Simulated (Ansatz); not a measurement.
# Phonons of Cr3PdN (Pm-3m) against volume, part 2 of 2

Does Cr3PdN (Pm-3m) expand much on heating, by its phonons?

Ansatz 0.2.0; DFT PBEsol, scalar-relativistic, plane waves, PAW; PAW set soft_1.

So far, highest frequency on the path or at a solved wavevector (cm⁻¹): step 2 (the dispersion) 690; step 4 (phonons at the other volume, volume ratio 0.97) 732.

## (5) Relaxing at another volume, volume ratio 1.03

The volume is scaled by 1.03 and held; symmetry leaves nothing to relax, so this is a single point. The modes can then be followed against volume.

Contents of input.yaml:

```yaml
crystal:
  lattice:
    - [3.8233953017, 0.0, 0.0]
    - [0.0, 3.8233953017, 0.0]
    - [0.0, 0.0, 3.8233953017]
  atoms:
    - { symbol: Cr, position: [0.5, 0.0, 0.5] }
    - { symbol: Cr, position: [0.0, 0.5, 0.5] }
    - { symbol: Cr, position: [0.5, 0.5, 0.0] }
    - { symbol: Pd, position: [0.0, 0.0, 0.0] }
    - { symbol: "N", position: [0.5, 0.5, 0.5] }
kpoints:
  mp_grid: { grid: [12, 12, 12] }
hamiltonian:
  xc: pbesol
  pseudopotentials: { kind: paw, azcp: { folder: soft_1 }, xc_functional: pbe }
scf:
  occupations: { method: methfessel_paxton, width: 0.2 }
output:
  forces: true
  stress: true
  eigenvalues: true
```

Started as:

```bash
> ansatz run input.yaml --threads 4 --pin off --max-ram 10240MiB --backend cpu --events-out ev --progress --plain --runs-dir out
```

Numbers of over 12 decimals in the logs are rounded to 6 here.

Log:

```text
[...]
Crystal: 5 atoms, lattice volume = 55.892 Å³
Basis set: ecut = 420 eV, 1045 PW (Γ), exchange–correlation on 54×54×54 points (8 copies of the dense FFT grid, shifted against one another)
Bands: 39, of which v1, the nominal top of the filled ones, is band 33 counted from 1 (32 counted from 0)
Symmetry: 48 space group operations
[...]
k-points: 84 of 1728
[...]
k-point 0: bands = [... 29 lower, 18.4714, 18.4714, 19.2811, 19.2811, 19.8997, 19.8997, 19.8997, 20.3326, ... 2 higher]
  k-point 1: bands = [... 29 lower, 18.4481, 18.4905, 19.2610, 19.2947, 19.7649, 19.7649, 19.8970, 20.2861, ... 2 higher]
  k-point 2: bands = [... 29 lower, 18.3175, 18.5471, 19.2034, 19.2355, 19.4455, 19.4455, 19.8899, 20.1529, ... 2 higher]
  k-point 83: bands = [... 29 lower, 18.6558, 18.6558, 18.6558, 19.0474, 19.0474, 19.0474, 19.8655, 19.8655, ... 2 higher]
[key lines of the parts left out:]
SCF converged after 10 iterations
Free energy (F): -17334.087968 eV
Fermi energy:    18.682182 eV
P = ⅓ Tr σ = -7.8918 GPa (-78.918 kbar)
```

Wall time 3.3 s (4 threads of Arm Neoverse V1, shared host); peak memory 0.46 GiB; 12 s of CPU time.

This step gave:

| Quantity | Value |
| --- | --- |
| pressure | -7.892 GPa |
| volume per atom | 11.18 Å³ |

The run ends at a pressure of -7.89 GPa.

## (6) Phonons at the other volume, volume ratio 1.03

The phonons are repeated at this volume on the same k and q meshes.

Edit input.yaml of step 5 so:

```diff
@@ -19,4 +19,11 @@
 output:
-  forces: true
-  stress: true
   eigenvalues: true
+phonons:
+  method: dfpt
+  qmesh: [2, 2, 2]
+  temperatures: { t_max: 1000, t_step: 50 }
+  qpath:
+    path:
+      - [[0.0, 0.0, 0.0], [0.0, 0.5, 0.0], [0.5, 0.5, 0.0], [0.0, 0.0, 0.0], [0.5, 0.5, 0.5], [0.0, 0.5, 0.0]]
+      - [[0.5, 0.5, 0.5], [0.5, 0.5, 0.0]]
+    npoints: 10
```

Log:

```text
[...]
Crystal: 5 atoms, lattice volume = 55.892 Å³
Basis set: ecut = 420 eV, 1045 PW (Γ), exchange–correlation on 54×54×54 points (8 copies of the dense FFT grid, shifted against one another)
Bands: 39, of which v1, the nominal top of the filled ones, is band 33 counted from 1 (32 counted from 0)
Symmetry: 48 space group operations
k-points: 84 of 1728
[...]
k-point 83: bands = [... 29 lower, 18.6558, 18.6558, 18.6558, 19.0474, 19.0474, 19.0474, 19.8655, 19.8655, ... 2 higher]
[...]
ASR residual: 4.314e-5 → 0.000e0 eV/Å²; symmetrization residual: 1.660e-6 eV/Å²
  ASR residual per site (eV/Å²): 2.81e-5 2.81e-5 2.81e-5 4.31e-5 2.32e-6
[...]
--- Phonons (arbitrary-q DFPT): 4 irreducible q on the 2×2×2 mesh ---
[...]
interpolated dispersion: 62 rows × 15 modes
[...]
[key lines of the parts left out:]
SCF converged after 13 iterations
Free energy (F): -17334.087968 eV
Fermi energy:    18.682161 eV
```

Wall time 9.9 min (4 threads); peak memory 2.3 GiB.

Numbers from this step:

- sum-rule residual before enforcement: 4.31e-5 eV/Å²
- lowest frequency on the path: -89.99 cm⁻¹
- highest frequency on the path or at a solved wavevector: 654.4 cm⁻¹
- highest optical mode at the zone centre (no LO-TO term): 650.1 cm⁻¹
- lowest optical zone-centre mode: -77.31 cm⁻¹
- lowest mode on the q mesh (acoustic modes at Γ apart): -89.99 cm⁻¹

Frequencies (cm⁻¹) solved at each irreducible wavevector; negative means imaginary. Frequencies by wavevector, by row:

| q in reciprocal lattice units | star | mode 1 | mode 2 | mode 3 | mode 4 | mode 13 | mode 14 | mode 15 |
| --- | --- | --- | --- | --- | --- | --- | --- | --- |
| 0 0 0 | 1 | -77.3 | -77.3 | -77.3 | 0 | 650.1 | 650.1 | 650.1 |
| 0 0 -0.5 | 3 | 52.2 | 52.2 | 70.8 | 70.8 | 645.8 | 645.8 | 646.1 |
| 0 -0.5 -0.5 | 3 | -90 | 59.1 | 121.6 | 121.6 | 640.2 | 654.4 | 654.4 |
| -0.5 -0.5 -0.5 | 1 | -51.9 | -51.9 | -51.9 | 98.9 | 641 | 641 | 641 |

The highest optical mode at the zone centre (no LO-TO term) is 650.1 cm⁻¹, -40.1 cm⁻¹ against the base run.

## (7) Grüneisen parameters

The Grüneisen parameter of a mode is minus the logarithmic change of its frequency with volume, −d ln ω / d ln V; weighted by heat capacity it gives the expansion.

This step gave:

* bulk modulus: 286.4 GPa

The phonon branches at the labelled points (cm⁻¹):

```csv
point,branch 1,branch 2,branch 3,branch 4,branch 12,branch 13,branch 14,branch 15
Γ,-70,-70,-70,0,197,690,690,690
halfway,31,31,68,68,238,685,688,688
X,56,56,75,75,331,679,685,685
halfway,39,62,125,136,337,682,683,686
M,-70,58,126,126,368,680,688,688
halfway,50,63,108,110,264,684,685,687
Γ,-70,-70,-70,0,197,690,690,690
halfway,72,72,143,148,281,681,681,686
R,-46,-46,-46,102,374,674,674,674
halfway,42,111,112,146,338,678,682,682
X,56,56,75,75,331,679,685,685
jump to R,-46,-46,-46,102,374,674,674,674
halfway,-54,86,86,143,362,675,681,681
M,-70,58,126,126,368,680,688,688
```

The same for volume x 0.97:

| point | branch 1 | branch 2 | branch 3 | branch 4 | branch 12 | branch 13 | branch 14 | branch 15 |
| --- | --- | --- | --- | --- | --- | --- | --- | --- |
| Γ | -62 | -62 | -62 | 0 | 213 | 732 | 732 | 732 |
| X | 58 | 58 | 80 | 80 | 356 | 712 | 726 | 726 |
| M | -36 | 56 | 130 | 130 | 394 | 721 | 723 | 723 |
| Γ | -62 | -62 | -62 | 0 | 213 | 732 | 732 | 732 |
| R | -39 | -39 | -39 | 104 | 400 | 708 | 708 | 708 |
| X | 58 | 58 | 80 | 80 | 356 | 712 | 726 | 726 |
| R | -39 | -39 | -39 | 104 | 400 | 708 | 708 | 708 |
| M | -36 | 56 | 130 | 130 | 394 | 721 | 723 | 723 |

The same for volume x 1.03:

| point | branch 1 | branch 2 | branch 3 | branch 4 | branch 12 | branch 13 | branch 14 | branch 15 |
| --- | --- | --- | --- | --- | --- | --- | --- | --- |
| Γ | -77 | -77 | -77 | 0 | 182 | 650 | 650 | 650 |
| X | 52 | 52 | 71 | 71 | 307 | 646 | 646 | 646 |
| M | -90 | 59 | 122 | 122 | 343 | 640 | 654 | 654 |
| Γ | -77 | -77 | -77 | 0 | 182 | 650 | 650 | 650 |
| R | -52 | -52 | -52 | 99 | 349 | 641 | 641 | 641 |
| X | 52 | 52 | 71 | 71 | 307 | 646 | 646 | 646 |
| R | -52 | -52 | -52 | 99 | 349 | 641 | 641 | 641 |
| M | -90 | 59 | 122 | 122 | 343 | 640 | 654 | 654 |

## (8) Results

- bulk modulus: 286 GPa

No expansion is given, because modes are imaginary at one volume or more. The highest optical mode at Γ goes from 732 to 650 cm⁻¹ as the cell grows, a Grüneisen parameter of 1.97. Branches are matched by rank, so values near crossings are rough. The q mesh stands for a supercell only 7.6 Å across, so branches between the solved wavevectors are rough. With no gap, or one that is small against the smearing, the frequencies hang on the k mesh and the smearing, most of all near Kohn anomalies. The phonon runs are without spin polarisation, although the cell has an odd electron count. The PAW files were made for PBE and serve the other functionals too.

[Logs are printed without paths, hosts, clocks, repeated set-up lines and the standing remarks that a program may print on its own settings, such as how far it seeks lower states.]

[Hosts, paths, dates, database ids (printed as entryN), source tags and the programs' standing remarks are cut or masked in the printed files.]
